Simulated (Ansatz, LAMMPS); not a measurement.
# Elastic response of amorphous 29Ga2O3-71GeO2 (mol %) (86 atoms): runs compared

Aim: relax amorphous 29Ga2O3-71GeO2 (mol %) (86 atoms), then change its volume and shape to read moduli from the stress.

Computed with Ansatz 0.2.0: Kohn-Sham DFT, PBE, PAW (set soft_2), plane waves.

## 1. The cell as built

The cell holds 86 atoms: 14 Ga, 17 Ge and 55 O. Cell: a = 10.758 Å, b = 10.758 Å, c = 10.758 Å, α = 90.0°, β = 90.0°, γ = 90.0°. 86 atoms (14 Fe, 17 Ge, 55 O) placed at random at 3.93 g/cm³, melted at 5000 K for 10 ps at fixed volume with the Morse and Coulomb pair potential with partial charges (Pedone, Malavasi, Menziani, Cormack and Segre, J. Phys. Chem. B 110, 11780 (2006)). Quenched from 5000 K to 300 K at 100 K/ps and fixed volume, held 5 ps, then minimised at fixed cell. Then Fe was replaced by Ga and the cell scaled by 1.006 (the potential has no terms for the new elements, so the cell is a start for a DFT relaxation).

Limits known from the start: The quench rate of 100 K/ps far exceeds what a furnace or splat quench reaches, so expect more defects and frozen-in strain than in a real sample. The starting topology of bonds comes from the classical model, and needn't be the one that DFT or experiment would give. Only the Γ point is sampled.

## 2. The reference run

The reference is a single point at the end of the relaxation.

Every strained cell starts from the geometry of this run, and its atoms are relaxed with the cell held.

Its input, with most atom lines left out:

```yaml
crystal:
  lattice:
    - [10.60583, 0.04279, 0.34217]
    - [0.04279, 10.65097, 0.03924]
    - [0.34217, 0.03924, 10.52572]
  atoms:
    - { symbol: Ga, position: [0.02822, 0.93836, 0.84793] }
    - { symbol: Ga, position: [0.07749, 0.19949, 0.54275] }
    - { symbol: Ga, position: [0.78507, 0.09008, 0.89608] }
    - { symbol: Ga, position: [0.97457, 0.15174, 0.1044] }
    - { symbol: Ga, position: [0.88073, 0.10492, 0.37949] }
    - { symbol: Ga, position: [0.10519, 0.32149, 0.25697] }
    - { symbol: Ga, position: [0.09186, 0.92829, 0.32657] }
    [... atom lines 8 to 86 left out ...]
kpoints:
  mp_grid: { grid: [1, 1, 1] }
hamiltonian:
  xc: pbe
scf:
  occupations: { method: gaussian, width: 0.025 }
output:
  forces: true
  stress: true
  populations: true
  dos:
    method: { smearing: { sigma: 0.08 } }
    de: 0.1
    projected: { site_lists: { Ga: [Ga], Ge: [Ge], O: [O] } }
  eigenvalues: true
  write_density: true
  write_potential: true
  volumetric_format: npy
```

* free energy per atom: -1827.7284 eV/atom
* r.m.s. force component: 0.00486 eV/Å
* pressure: 0.007731 GPa

Filled and empty levels are parted by 2.06 eV (at Γ alone); a semilocal functional tends to put such gaps too low. In a disordered cell it changes from sample to sample, and tail or defect levels can set it.

## 3. The runs

Each row is one run, on 4 threads of Intel Xeon Platinum 8259CL at 2.50GHz (Skylake/Cascade Lake), shared host. The free energy is the program's total, comparable only between runs with the same functional, potentials and atoms.

| run | atoms | outcome | ionic steps, all passes | free energy (eV) | time | host memory (GiB) |
| --- | --- | --- | --- | --- | --- | --- |
| Single point at the start | 86 | converged | - | -157174.695 | 19 s | 1.9 |
| Cell and atoms relaxed | 86 | converged | 30 | -157184.646 | 6.5 min | 1.9 |
| Single point at the relaxed geometry | 86 | converged | - | -157184.646 | 20 s | 1.9 |
| Volume -3 % | 86 | converged | 8 | -157184.469 | 1.9 min | 1.8 |
| Volume +3 % | 86 | converged | 9 | -157184.483 | 2.2 min | 1.9 |
| Volume -6 % | 86 | converged | 8 | -157183.915 | 1.9 min | 1.8 |
| Volume +6 % | 86 | converged | 10 | -157184.079 | 2.5 min | 2.0 |
| Volume -10 % | 86 | converged | 17 | -157182.581 | 3.9 min | 1.8 |
| Stretched by 1 % along x | 86 | converged | 3 | -157184.612 | 43 s | 1.9 |
| Compressed by 1 % along x | 86 | converged | 3 | -157184.611 | 42 s | 1.9 |
| Sheared by 2 % in xy | 86 | converged | 5 | -157184.604 | 69 s | 1.9 |

In some runs the program notes that the SCF threshold is loose for the stress.

## 4. Pressure against volume

Atoms are relaxed at each volume, in the scaled cell.

| volume change (%) | volume (Å³/atom) | energy change (meV/atom) | pressure (GPa) | largest move on relaxing (Å) | bonds | gap (eV) |
| --- | --- | --- | --- | --- | --- | --- |
| -10 | 12.430 | 24.01 | 5.60 | 0.65 | 137 | 1.97 |
| -6 | 12.982 | 8.50 | 3.43 | 0.27 | 136 | 2.12 |
| -3 | 13.396 | 2.05 | 1.62 | 0.13 | 136 | 2.10 |
| +0 | 13.811 | 0.00 | 0.01 | - | 133 | 2.06 |
| +3 | 14.225 | 1.90 | -1.33 | 0.13 | 132 | 2.01 |
| +6 | 14.639 | 6.59 | -2.39 | 0.38 | 132 | 1.94 |

## 5. Uniaxial strain and shear

Stress (GPa, compression positive) less that of the relaxed cell, atoms relaxed:

| strain | xx | yy | zz | xy | energy change (meV/atom) |
| --- | --- | --- | --- | --- | --- |
| stretched by 1 % along x | -0.960 | -0.343 | -0.351 | 0.018 | 0.39 |
| compressed by 1 % along x | 0.992 | 0.369 | 0.368 | -0.004 | 0.40 |
| sheared by 2 % in xy | -0.008 | 0.043 | -0.013 | -0.633 | 0.49 |

## 6. Outcome

The bulk modulus, from the slope of pressure against ln V over the three points nearest the relaxed volume, is 49.3 GPa; between neighbouring points the slope runs 50, 57, 53, 45 and 37 GPa from the smallest volume up, without a steady fall, so no pressure derivative is given. The count of bonds runs from 132 to 137 over the series, so at some points contacts cross the cutoffs. At -10 % some atom moved by over 0.5 Å on relaxing, so that point may sit in another local minimum. The gap goes from 1.97 eV at the smallest volume to 1.94 eV at the largest, not monotonically (lowest 1.94, highest 2.12 eV), on the run's k-points. In the Cartesian axes of the cell, finite differences give C11 = 97.6, C12 = 35.6, C13 = 35.9 and C66 = 31.6 GPa (the shear of 2 % is the engineering strain, εxy = 0.01). The mean of C11, C12 and C13, which equals the bulk modulus in a cubic or isotropic solid, is 56.4 GPa: it lies 14 % over the bulk modulus from the volumes. For an isotropic solid C66 would equal (C11 − C12)/2 = 31.0 GPa; so small a sample needn't be isotropic, and C66 rests on one shear. With the bulk modulus and C66 as K and G, Young's modulus would be about 78 GPa and Poisson's ratio 0.24.

Caveats: Strains are finite and relaxations stop at the force tolerance of the input, which can leave moduli too stiff; they are those of a static cell at zero temperature. Volumes are changed with the cell's shape held, so in an anisotropic solid the modulus lies over the one under free hydrostatic load. The program notes that the SCF threshold of the relaxations is loose for the stress.

The DFT runs together took 22 min of wall time.

[Logs are printed without paths, hosts, clocks, repeated set-up lines and the standing remarks that a program may print on its own settings, such as how far it seeks lower states.]

[Hosts, paths, dates, database ids (printed as entryN), source tags and the programs' standing remarks are cut or masked in the printed files.]
